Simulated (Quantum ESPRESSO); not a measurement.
# ZnSe (Stilleite): the LO frequency by hand

How high does the longitudinal optical mode of ZnSe (Stilleite) lie, given the transverse one, the Born charge and ε∞?

Program: Quantum ESPRESSO 7.5. Level of theory: DFT LDA, scalar-relativistic, plane waves, JTH PAW pseudopotentials. Results are calculated unless marked as measured.

### Step 1. The relaxed structure

Symmetry: F-43m, No. 216, cubic system. Conventional cell: a = 5.566 Å, b = 5.566 Å, c = 5.566 Å, α = 90.00°, β = 90.00°, γ = 90.00°. Nearest to Zn lie 4 Se at 2.41 Å. Nearest to Se lie 4 Zn at 2.41 Å. Farther neighbours and most contacts between anions are not listed.

This is the cell after its relaxation at this level of theory, not the database cell from which that began.

### Step 2. What the response run gave

A linear-response run on the relaxed cell, with the response to an electric field; only its zone-centre results are used. Cutoff 50 Ry, k mesh 8×8×8.

What it wrote:

```text
[banners, grids, parts of the stress and lines that vanish by symmetry left out]
Program PHONON v.7.5
     Reading xml data from directory:

[...]
Exchange-correlation= PW
                           (   1   4   0   0   0   0   0)
[...]
(   8 q-points):
[...]
kinetic-energy cut-off    =      50.0000  Ry
     charge density cut-off    =     250.0000  Ry
     convergence threshold     =      1.0E-18
[...]
Exchange-correlation= PW
                           (   1   4   0   0   0   0   0)
[...]
q = (   0.0000000   0.0000000   0.0000000 )
     25 Sym.Ops. (with q -> -q+G )
     G cutoff =  700.6244  (  19579 G-vectors)     FFT grid: ( 40, 40, 40)
     G cutoff =  560.4995  (  13851 G-vectors)  smooth grid: ( 36, 36, 36)
     number of k points=    29
[...]
Mode symmetry, T_d (-43m)  point group:
[...]
Dielectric constant
[...]
End of electric fields calculation
          Dielectric constant in cartesian axis
          (       8.143683892      -0.000000000      -0.000000000 )
          (      -0.000000000       8.143683892      -0.000000000 )
          (      -0.000000000      -0.000000000       8.143683892 )
          Effective charges (d Force / dE) in cartesian axis without acoustic sum rule applied (asr)
           atom    1  Zn    Mean Z*:        1.98691
      Ex  (        1.98691       -0.00000       -0.00000 )
      Ey  (       -0.00000        1.98691        0.00000 )
      Ez  (       -0.00000        0.00000        1.98691 )
           atom    2  Se    Mean Z*:       -2.03503
      Ex  (       -2.03503       -0.00000       -0.00000 )
      Ey  (       -0.00000       -2.03503        0.00000 )
      Ez  (       -0.00000        0.00000       -2.03503 )
          Effective charges Sum: Mean:       -0.04812
[...]
Effective charges (d Force / dE) in cartesian axis with asr applied:
           atom    1  Zn    Mean Z*:        2.01097
[...]
atom    2  Se    Mean Z*:       -2.01097
[...]
Representation #   1 modes #   1   2   3
[...]
End of self-consistent calculation
     Convergence has been achieved
     Representation #   2 modes #   4   5   6
[...]
End of self-consistent calculation
     Convergence has been achieved
[...]
Dielectric constant in cartesian axis
          (       8.143683892      -0.000000000      -0.000000000 )
          (      -0.000000000       8.143683892      -0.000000000 )
          (      -0.000000000      -0.000000000       8.143683892 )
          Effective charges (d Force / dE) in cartesian axis without acoustic sum rule applied (asr)
[...]
Mode symmetry, C_s (m)     point group:
[...]
q = (    0.750000000  -0.250000000   0.750000000 )
[...]
Mode symmetry, C_s (m)     point group:
     freq (   1-   1) =         67.1  [cm-1]   --> A''
     freq (   2-   2) =         88.3  [cm-1]   --> A'
     freq (   3-   3) =        163.6  [cm-1]   --> A'
     freq (   4-   4) =        214.0  [cm-1]   --> A'
     freq (   5-   5) =        221.9  [cm-1]   --> A''
     freq (   6-   6) =        233.3  [cm-1]   --> A'
[...]
Mode symmetry, C_s (m)     point group:
[...]
q = (    0.500000000   0.000000000   0.500000000 )
[...]
Mode symmetry, C_s (m)     point group:
     freq (   1-   1) =         61.7  [cm-1]   --> A''
     freq (   2-   2) =         88.4  [cm-1]   --> A'
     freq (   3-   3) =        147.0  [cm-1]   --> A'
     freq (   4-   4) =        215.8  [cm-1]   --> A'
     freq (   5-   5) =        219.8  [cm-1]   --> A''
     freq (   6-   6) =        237.1  [cm-1]   --> A'
[...]
Mode symmetry, D_2d (-42m) point group:
[...]
Representation #   3 modes #   3   4
[...]
Convergence has been achieved
     Representation #   4 modes #   5   6
[...]
Convergence has been achieved
[...]
q = (    0.000000000  -1.000000000   0.000000000 )
[...]
freq (    5) =       6.726386 [THz] =     224.368089 [cm-1]
     freq (    6) =       6.726386 [THz] =     224.368089 [cm-1]
[...]
Mode symmetry, D_2d (-42m) point group:
     freq (   1-   2) =         69.8  [cm-1]   --> E    X_5  W_3
     freq (   3-   3) =        200.5  [cm-1]   --> A_1  X_1  W_1
     freq (   4-   4) =        206.7  [cm-1]   --> B_2  X_3  W_2
     freq (   5-   6) =        224.4  [cm-1]   --> E    X_5  W_3
[...]
Mode symmetry, S_4 (-4)    point group:
[...]
Convergence has been achieved
[...]
Convergence has been achieved
[...]
Convergence has been achieved
[...]
Convergence has been achieved
     Representation #   5 mode #   5
[...]
End of self-consistent calculation
     Convergence has been achieved
     Representation #   6 mode #   6
[...]
End of self-consistent calculation
     Convergence has been achieved
[...]
q = (   -0.500000000  -1.000000000   0.000000000 )
[...]
freq (    1) =       2.523359 [THz] =      84.170188 [cm-1]
     freq (    2) =       2.843062 [THz] =      94.834330 [cm-1]
     freq (    3) =       5.580113 [THz] =     186.132526 [cm-1]
     freq (    4) =       5.606817 [THz] =     187.023295 [cm-1]
     freq (    5) =       6.773481 [THz] =     225.939001 [cm-1]
     freq (    6) =       7.061469 [THz] =     235.545265 [cm-1]
[...]
Mode symmetry, S_4 (-4)    point group:
     freq (   1-   1) =         84.2  [cm-1]   --> B    W_3
     freq (   2-   2) =         94.8  [cm-1]   --> E*   W_2
     freq (   3-   3) =        186.1  [cm-1]   --> A    W_1
     freq (   4-   4) =        187.0  [cm-1]   --> E    W_4
     freq (   5-   5) =        225.9  [cm-1]   --> E*   W_2
     freq (   6-   6) =        235.5  [cm-1]   --> B    W_3

   JOB DONE.
```

```
                       quantity   value
             cell volume Ω (Å³)  43.112
                 mass of Zn (u)  65.380
                 mass of Se (u)  78.971
     Born charge of Zn, raw (e)   1.987
     Born charge of Se, raw (e)  -2.035
                             ε∞   8.144
ω(TO) after the sum rule (cm⁻¹)   219.2
```

### Step 3. The calculation

The charges must sum to zero over the cell; taking off their mean, -0.024 e, leaves Z* = 2.011 e on Zn. In the polar mode Zn moves against Se, so the reduced mass is μ = 65.38 × 78.97 / 144.35 = 35.768 u.

A longitudinal wave builds up a field that adds to the restoring force: ω(LO)² = ω(TO)² + 4π Z*² / (μ Ω ε∞), in Hartree atomic units. With μ = 65201 electron masses and Ω = 290.94 bohr³ the second term is 3.2896e-07 Ha², or 15846 cm⁻² (1 Ha = 219474.6 cm⁻¹).

So ω(LO) = √(48031 + 15846) = 252.7 cm⁻¹, and by the Lyddane-Sachs-Teller relation ε₀ = ε∞ (ω(LO)/ω(TO))² = 10.83.

### Step 4. Check against the program

The analysis program adds the same non-analytic term to the full matrix, here for q along (1 0 0).

What it wrote:

```text
[banner, memory and clock lines left out]
Program DYNMAT v.7.5

     Reading Dynamical Matrix from file x.dyn1
     ...Force constants read
     ...epsilon and Z* read

     Polarizability (A^3 units)
     multiply by 0.295751 for Clausius-Mossotti correction
        24.508303   -0.000000   -0.000000
        -0.000000   24.508303   -0.000000
        -0.000000   -0.000000   24.508303

     IR activities are in (D/A)^2/amu units

# mode   [cm-1]    [THz]      IR
    1      0.00    0.0000    0.0000
    2      0.00    0.0000    0.0000
    3      0.00    0.0000    0.0000
    4    219.16    6.5704    2.6085
    5    219.16    6.5704    2.6085
    6    252.74    7.5770    2.6085
```

ε₀ comes from the program's run without a direction of q.

```
    quantity  by hand  program
ω(LO) (cm⁻¹)    252.7    252.7
          ε₀    10.83    10.83
```

### Step 5. Outcome

```
TO mode                    : 219.2 cm⁻¹
LO mode                    : 252.7 cm⁻¹
static dielectric constant : 10.83
```

What this shows: The LO mode of ZnSe (Stilleite) lies at 253 cm⁻¹, 34 cm⁻¹ above the TO mode; the formula meets the program within 0.1 cm⁻¹, as it must for a cubic crystal with one polar mode. ω(LO)² − ω(TO)² goes with Z*²/ε∞: an error of 5 % in ε∞ would move the LO mode by 1.5 cm⁻¹, and semilocal functionals tend to overestimate ε∞. The raw charges miss their sum by 0.048 e, a sign that the k mesh is short for the field response, so ε∞ may be some per cent too high. These are harmonic values at zero temperature, at the volume of this functional, for the structure held cubic; stability elsewhere in the zone is no part of this calculation.

[Host names and launcher messages were left out of these logs when they were recorded.]

[Logs are printed without paths, hosts, clocks, repeated set-up lines and the standing remarks that a program may print on its own settings, such as how far it seeks lower states.]

[Hosts, paths, dates, database ids (printed as entryN), source tags and the programs' standing remarks are cut or masked in the printed files.]
